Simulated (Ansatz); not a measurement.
# Electron scattering at the Σ3 (111) boundary in fcc Al, starting shift (0, 0.5)

Wanted: what the Σ3 (111) boundary in fcc Al, starting shift (0, 0.5) costs an interconnect.

Calculated with Ansatz 0.2.0; Ansatz plane-wave DFT, PBE, PAW files; relaxation of a bicrystal slab with its lowest layers held; PAW set soft_1, in the first sound run; inputs show where later runs differ.

## 1. The starting structure

The cell holds 8 atoms: 8 Al. Cell: a = 2.862 Å, b = 2.862 Å, c = 27.360 Å, α = 90.0°, β = 90.0°, γ = 120.0°. It derives from Al. built on the (1 1 1) plane; 1 overlapping atoms removed and the grains opened by 0 Å. Vacuum lies along c.

## 2. Relaxing the bicrystal

The boundary is built by mirroring the lower grain in the boundary plane and removing any atoms that overlap. A thin bicrystal slab is relaxed first, with the lowest layers held and the upper grain free to shift and open.

input.yaml

```yaml
crystal:
  lattice:
    - [2.862347037, 0.0, 0.0]
    - [-1.4311735185, 2.4788652485, 0.0]
    - [0.0, 0.0, 27.3596759844]
  atoms:
    - { symbol: Al, position: [0.0, 0.0, 0.1827507023] }
    - { symbol: Al, position: [0.3333333333, 0.6666666667, 0.2681719101] }
    - { symbol: Al, position: [0.6666666667, 0.3333333333, 0.353593118] }
    - { symbol: Al, position: [0.0, 0.0, 0.4390143258] }
    - { symbol: Al, position: [0.6666666667, 0.8333333333, 0.5244355337] }
    - { symbol: Al, position: [0.3333333333, 0.1666666667, 0.6098567416] }
    - { symbol: Al, position: [0.0, 0.5, 0.6952779494] }
    - { symbol: Al, position: [0.6666666667, 0.8333333334, 0.7806991573] }
kpoints:
  mp_grid: { grid: [9, 9, 1] }
hamiltonian:
  xc: pbe
  pseudopotentials: { kind: paw, azcp: { folder: soft_1 } }
scf:
  occupations: { method: fermi_dirac, width: 0.1 }
relax:
  f_tol: 0.03
  max_steps: 80
  constraints: [{ sites: [0, 1] }]
```

Launch:

```bash
$ ansatz run input.yaml --threads 4 --pin off --max-ram 15360MiB --backend cpu --events-out ev --progress --plain --runs-dir out
```

Numbers of over 12 decimals in the logs are rounded to 6 here.

Output:

```text
Engine: ansatz 0.2.0, aarch64-unknown-linux-gnu
Pseudopotentials: kind: paw
Pseudopotential: Al, paw, valence charge 3, recommended cutoff 420 eV (normal), soft_1/Al.paw.azcp
Functional definition: PBE
  parameter kappa = 0.804
  parameter beta = 0.066725
  exchange = pbe_x(kappa = kappa, mu = beta*pi^2/3)
  correlation = pbe_c(beta = beta)
Crystal: 8 atoms, lattice volume = 194.127 Å³
Basis set: ecut = 420 eV, 3823 PW (Γ), exchange–correlation on 40×40×384 points (8 copies of the dense FFT grid, shifted against one another)
Bands: 20, of which v1, the nominal top of the filled ones, is band 12 counted from 1 (11 counted from 0)
Symmetry: 2 space group operations
Space group: Cm (ITA 8), of the structure as read, at distance tolerance 5.8e-5 Å
k-points: 25 of 81 (time reversal used)
Non-local potential: Al, projectors of the file, l = 0: 2, l = 1: 2, l = 2: 1
PAW form: soft (Blöchl's): semilocal exchange-correlation on the pseudo side does not see the compensation charge
PAW one-centre angular grid: Al, 110 points (default); XC on 64 Gauss nodes
Initial density: superposition of atomic densities (neutral atoms: chi_scale 0, normalization atom)
Initial wavefunctions: pseudopotential atomic-orbital guess
Functional: x = pbe(κ = 0.804, μ = 0.219515), c = pbe(β = 0.066725)
SCF iter   1: F=—  HF=-4299.866367 eV  |F-HF|=—  |Δ(HF+E_count)|=         —  Δρ=2.15e-2  dr2=1.24e1  ethr=3.10e-3  ⟨swp⟩=9.4  Hψ=3582  notcnv=0  defer=2
preconditioner: auto → LDOS  [metal: Δε(μ)=0.027 eV  Ē_g=7.045 eV  σ=0.100 eV  W_gap=0.07  n_scr=16 (ndim 8)  ℏωp=13.1 eV  f_vac=0.220  D(μ)=4.01/eV (n_scr^D=16)  β→1.0]
SCF iter   2: F=—  HF=-4299.060272 eV  |F-HF|=—  |Δ(HF+E_count)|=   8.06e-1  Δρ=7.46e-3  dr2=3.23e-1  ethr=3.10e-3  ⟨swp⟩=4.0  Hψ=1208  notcnv=0  defer=25
SCF iter   3: F=—  HF=-4299.055651 eV  |F-HF|=—  |Δ(HF+E_count)|=   4.62e-3  Δρ=2.04e-3  dr2=5.17e-2  ethr=1.34e-3  ⟨swp⟩=3.4  Hψ=926  notcnv=0  defer=25
SCF iter   4: F=—  HF=-4299.048884 eV  |F-HF|=—  |Δ(HF+E_count)|=   6.77e-3  Δρ=3.83e-4  dr2=6.06e-4  ethr=2.15e-4  ⟨swp⟩=2.6  Hψ=839  notcnv=0  defer=25
SCF iter   5: F=—  HF=-4299.049019 eV  |F-HF|=—  |Δ(HF+E_count)|=   1.35e-4  Δρ=9.91e-5  dr2=6.46e-5  ethr=2.53e-6  ⟨swp⟩=2.2  Hψ=852  notcnv=0  defer=25
SCF iter   6: F=-4299.049022 eV  HF=-4299.049025 eV  |F-HF|=3.18e-6  |Δ(HF+E_count)|=   5.77e-6  Δρ=1.52e-5  dr2=3.86e-6  ethr=9.38e-8  ⟨swp⟩=5.0  Hψ=1726  notcnv=0
SCF 1 converged in 6 iterations: F = -4299.049022 eV  dr2 = 3.86e-6
  greatest PAW one-centre occupation: 0.464 electrons in one spin orbital (limit 2), on the Al atom at site 7 (counted from 0), in its partial waves of l = 0
relax step   1: F+E_penalty+E_count = -4299.04902177 eV  Δ(F+E_penalty+E_count) = +0.000e0 eV  max|allowed force component| = 9.564e-1 eV/Å  Δτ_max = 0.0000 Å  (6 SCF iters, dr2 threshold 2.25e-5 eV, accepted)
Initial density: handed on by an earlier stage of this run
Initial wavefunctions: those handed on with the density
iter 1 solved again at ethr=8.86e-4 eV; its pass at ethr=3.10e-3 eV (dr2=2.13e-1 eV) is discarded
SCF iter   1: F=—  HF=-4299.201672 eV  |F-HF|=—  |Δ(HF+E_count)|=         —  Δρ=3.52e-3  dr2=1.58e-1  ethr=8.86e-4  ⟨swp⟩=1.1  Hψ=2780  notcnv=0  defer=15
eigensolver tolerance schedule: the retry pair's looser diagonalisation over-reported the residual by 0.35 of it (diagonalisation noise at 0.16 of the residual, at the tolerance the schedule requests for it); recorded, not acted on — ethr = c·dr2/N_el stays at c = 1.0e-1
preconditioner: auto → LDOS  [metal: Δε(μ)=0.142 eV  Ē_g=6.862 eV  σ=0.100 eV  W_gap=0.31  n_scr=16 (ndim 8)  ℏωp=13.1 eV  f_vac=0.232  D(μ)=3.23/eV (n_scr^D=14)  β→1.0]
SCF iter   2: F=—  HF=-4299.190820 eV  |F-HF|=—  |Δ(HF+E_count)|=   1.09e-2  Δρ=1.36e-3  dr2=1.86e-2  ethr=6.58e-4  ⟨swp⟩=2.4  Hψ=696  notcnv=0  defer=15
SCF iter   3: F=—  HF=-4299.188433 eV  |F-HF|=—  |Δ(HF+E_count)|=   2.39e-3  Δρ=2.99e-4  dr2=8.18e-4  ethr=7.75e-5  ⟨swp⟩=2.4  Hψ=758  notcnv=0  defer=18
SCF iter   4: F=—  HF=-4299.188276 eV  |F-HF|=—  |Δ(HF+E_count)|=   1.58e-4  Δρ=6.14e-5  dr2=1.25e-5  ethr=3.41e-6  ⟨swp⟩=2.3  Hψ=769  notcnv=0  defer=18
SCF iter   5: F=-4299.188279 eV  HF=-4299.188279 eV  |F-HF|=4.40e-7  |Δ(HF+E_count)|=   3.71e-6  Δρ=1.33e-5  dr2=8.70e-7  ethr=5.21e-8  ⟨swp⟩=4.2  Hψ=1517  notcnv=0
SCF 2 converged in 5 iterations: F = -4299.188279 eV  dr2 = 8.70e-7
  greatest PAW one-centre occupation: 0.465 electrons in one spin orbital (limit 2), on the Al atom at site 7 (counted from 0), in its partial waves of l = 0
relax step   2: F+E_penalty+E_count = -4299.18827878 eV  Δ(F+E_penalty+E_count) = -1.393e-1 eV  max|allowed force component| = 2.222e-1 eV/Å  Δτ_max = 0.1624 Å  (5 SCF iters, dr2 threshold 5.72e-5 eV, accepted)
iter 1 solved again at ethr=2.70e-4 eV; its pass at ethr=3.10e-3 eV (dr2=6.48e-2 eV) is discarded
SCF iter   1: F=—  HF=-4299.244756 eV  |F-HF|=—  |Δ(HF+E_count)|=         —  Δρ=3.04e-3  dr2=4.06e-2  ethr=2.70e-4  ⟨swp⟩=1.6  Hψ=2763  notcnv=0  defer=18
preconditioner: auto → LDOS  [metal: Δε(μ)=0.149 eV  Ē_g=6.865 eV  σ=0.100 eV  W_gap=0.33  n_scr=16 (ndim 8)  ℏωp=13.1 eV  f_vac=0.233  D(μ)=3.35/eV (n_scr^D=14)  β→1.0]
SCF iter   2: F=—  HF=-4299.241166 eV  |F-HF|=—  |Δ(HF+E_count)|=   3.59e-3  Δρ=4.13e-4  dr2=1.54e-3  ethr=1.69e-4  ⟨swp⟩=1.4  Hψ=528  notcnv=0  defer=18
SCF iter   3: F=—  HF=-4299.241187 eV  |F-HF|=—  |Δ(HF+E_count)|=   2.02e-5  Δρ=8.98e-5  dr2=4.62e-5  ethr=6.40e-6  ⟨swp⟩=2.2  Hψ=762  notcnv=0  defer=18
SCF iter   4: F=—  HF=-4299.241188 eV  |F-HF|=—  |Δ(HF+E_count)|=   1.41e-6  Δρ=2.41e-5  dr2=4.07e-6  ethr=1.29e-8  ⟨swp⟩=5.4  Hψ=1877  notcnv=0
SCF iter   5: F=-4299.241188 eV  HF=-4299.241188 eV  |F-HF|=9.03e-8  |Δ(HF+E_count)|=   2.53e-7  Δρ=5.58e-6  dr2=2.38e-7  ethr=1.29e-8  ⟨swp⟩=4.2  Hψ=1492  notcnv=0
SCF 3 converged in 5 iterations: F = -4299.241188 eV  dr2 = 2.38e-7
relax step   3: F+E_penalty+E_count = -4299.24118770 eV  Δ(F+E_penalty+E_count) = -5.291e-2 eV  max|allowed force component| = 3.982e-2 eV/Å  Δτ_max = 0.1962 Å  (5 SCF iters, dr2 threshold 3.08e-6 eV, accepted)
[...]
relax step   4: F+E_penalty+E_count = -4299.25304164 eV  Δ(F+E_penalty+E_count) = -1.185e-2 eV  max|allowed force component| = 5.088e-2 eV/Å  Δτ_max = 0.1762 Å  (6 SCF iters, accepted)
[...]
relax step   5: F+E_penalty+E_count = -4299.26189125 eV  Δ(F+E_penalty+E_count) = -8.850e-3 eV  max|allowed force component| = 2.695e-2 eV/Å  Δτ_max = 0.1979 Å  (7 SCF iters, accepted)
[...]
relax step   6: F+E_penalty+E_count = -4299.26698817 eV  Δ(F+E_penalty+E_count) = -5.097e-3 eV  max|allowed force component| = 2.291e-2 eV/Å  Δτ_max = 0.1950 Å  (6 SCF iters, accepted)
SCF iter   1: F=—  HF=-4299.277920 eV  |F-HF|=—  |Δ(HF+E_count)|=         —  Δρ=4.06e-3  dr2=4.24e-2  ethr=2.00e-3  ⟨swp⟩=4.3  Hψ=2130  notcnv=0  defer=19
preconditioner: auto → LDOS  [metal: Δε(μ)=0.066 eV  Ē_g=6.869 eV  σ=0.100 eV  W_gap=0.16  n_scr=16 (ndim 8)  ℏωp=13.1 eV  f_vac=0.233  D(μ)=3.49/eV (n_scr^D=14)  β→1.0]
SCF iter   2: F=—  HF=-4299.268736 eV  |F-HF|=—  |Δ(HF+E_count)|=   9.18e-3  Δρ=5.70e-4  dr2=5.46e-3  ethr=1.77e-4  ⟨swp⟩=2.0  Hψ=835  notcnv=0  defer=20
SCF iter   3: F=—  HF=-4299.268862 eV  |F-HF|=—  |Δ(HF+E_count)|=   1.25e-4  Δρ=1.14e-4  dr2=5.09e-5  ethr=2.27e-5  ⟨swp⟩=1.6  Hψ=568  notcnv=0  defer=20
SCF iter   4: F=—  HF=-4299.268907 eV  |F-HF|=—  |Δ(HF+E_count)|=   4.55e-5  Δρ=2.08e-5  dr2=1.87e-6  ethr=2.12e-7  ⟨swp⟩=2.3  Hψ=836  notcnv=0  defer=20
SCF iter   5: F=—  HF=-4299.268908 eV  |F-HF|=—  |Δ(HF+E_count)|=   3.24e-7  Δρ=7.56e-6  dr2=4.82e-7  ethr=4.17e-10  ⟨swp⟩=6.0  Hψ=2031  notcnv=0
SCF iter   6: F=-4299.268908 eV  HF=-4299.268908 eV  |F-HF|=9.04e-10  |Δ(HF+E_count)|=   3.19e-8  Δρ=1.24e-6  dr2=6.44e-9  ethr=4.17e-10  ⟨swp⟩=3.3  Hψ=1936  notcnv=0
SCF 7 converged in 6 iterations: F = -4299.268908 eV  dr2 = 6.44e-9
relax step   7: F+E_penalty+E_count = -4299.26890763 eV  Δ(F+E_penalty+E_count) = -1.919e-3 eV  max|allowed force component| = 6.896e-3 eV/Å  Δτ_max = 0.1947 Å  (6 SCF iters, accepted)
SCF converged after 6 iterations
Free energy (F): -4299.268908 eV
Harris-Foulkes:  -4299.268908 eV  (|F-HF|=9.04e-10)
Internal energy: -4299.152812 eV  (E = F + TS)
E sigma→0 (E₀):  -4299.210860 eV
Entropy (-TS):   -0.116096 eV (-14.512 meV/atom)
Fermi energy:    4.139551 eV
--- Per-component energies (eV) ---
  E_band       = -2.999290
  E_kinetic    = 175.503455
  E_local      = -3244.172865  (includes V_loc(G=0)·N_el)
  E_nonlocal   = 80.011737
  E_hartree    = 1621.583624
  E_xc         = -298.798928
  E_vxc        = -229.732786  (∫ρ·V_xc dr)
  E_paw        = -3755.001182  (= ΣΔE_a)
  E_vpaw       = -27.777480  (= ΣTr[D̂ρ^β])
  E_aug_tail   = -0.000016  (compensation charges beyond the density's cutoff)
  E_ewald      = 1121.721364
  E_smearing   = -0.116096  (= −TS)
  E_closure    = -0.000000  (closes the sum)
  Σ components = -4299.268908   (vs F -4299.268908, Δ=0.00e0)
--- Forces (eV/Å), atoms counted from 1 ---
  atom   1  Al     0.00003512     0.00002028    -0.08120076
  atom   2  Al     0.00179576     0.00103678     0.08245735
  atom   3  Al     0.00063787     0.00036828    -0.00689609
  atom   4  Al    -0.00132486    -0.00076491     0.00466482
  atom   5  Al    -0.00186517    -0.00107686    -0.00209079
  atom   6  Al     0.00161376     0.00093170     0.00494875
  atom   7  Al    -0.00164145    -0.00094769    -0.00537385
  atom   8  Al     0.00074278     0.00042884     0.00349203
  max |Σ_I F_I| component: 6.19e-6 eV/Å
--- Relaxed structure (7 steps of the walk, 7 accepted, 0 SCFs on fresh bases) ---
  F+E_penalty+E_count = -4299.26890763 eV   max|allowed force component| = 6.896e-3 eV/Å
  atoms:
    - { symbol: Al, position: [0.0, 0.0, 0.182751] }
    - { symbol: Al, position: [0.333333, 0.666667, 0.2681719101] }
    - { symbol: Al, position: [0.668293, 0.334147, 0.353499] }
    - { symbol: Al, position: [0.00356887, 0.00178444, 0.438437] }
    - { symbol: Al, position: [0.338010, 0.669005, 0.524820] }
    - { symbol: Al, position: [0.00392111, 0.00196056, 0.610673] }
    - { symbol: Al, position: [-0.328460, 0.335770, 0.696323] }
    - { symbol: Al, position: [0.337230, 0.668615, 0.783335] }
```

Elapsed: 11 s, on 4 threads of Arm Neoverse V1, shared host; peak memory 0.46 GiB; 43 s of CPU time.

Relaxation path:

| step | energy less that of the first step (eV) | largest force component (eV/Å) |
| --- | --- | --- |
| 1 | 0.0000 | 0.9564 |
| 2 | -0.1393 | 0.2222 |
| 3 | -0.1922 | 0.0398 |
| 4 | -0.2040 | 0.0509 |
| 5 | -0.2129 | 0.0269 |
| 6 | -0.2180 | 0.0229 |
| 7 | -0.2199 | 0.0069 |

The run keeps the 2 symmetry operations that it works with, so distortions that break them were not tested.

The atoms that moved most (Å):

| atom | dx | dy | dz | length |
| --- | --- | --- | --- | --- |
| Al8 | -0.707 | -0.408 | 0.072 | 0.820 |
| Al6 | -0.707 | -0.408 | 0.022 | 0.817 |
| Al5 | -0.706 | -0.407 | 0.011 | 0.815 |
| Al7 | -0.705 | -0.407 | 0.029 | 0.815 |
| Al4 | 0.008 | 0.004 | -0.016 | 0.018 |

Numbers from this step:

- free energy: -4299.2689 eV
- energy at zero smearing: -4299.2109 eV
- Fermi energy: 4.140 eV

The largest force component on a free atom ends at 0.0069 eV/Å, under the tolerance of 0.03, after 7 steps.

(Part 1 of 3 ends here.)

[Logs are printed without paths, hosts, clocks, repeated set-up lines and the standing remarks that a program may print on its own settings, such as how far it seeks lower states.]

[Hosts, paths, dates, database ids (printed as entryN), source tags and the programs' standing remarks are cut or masked in the printed files.]
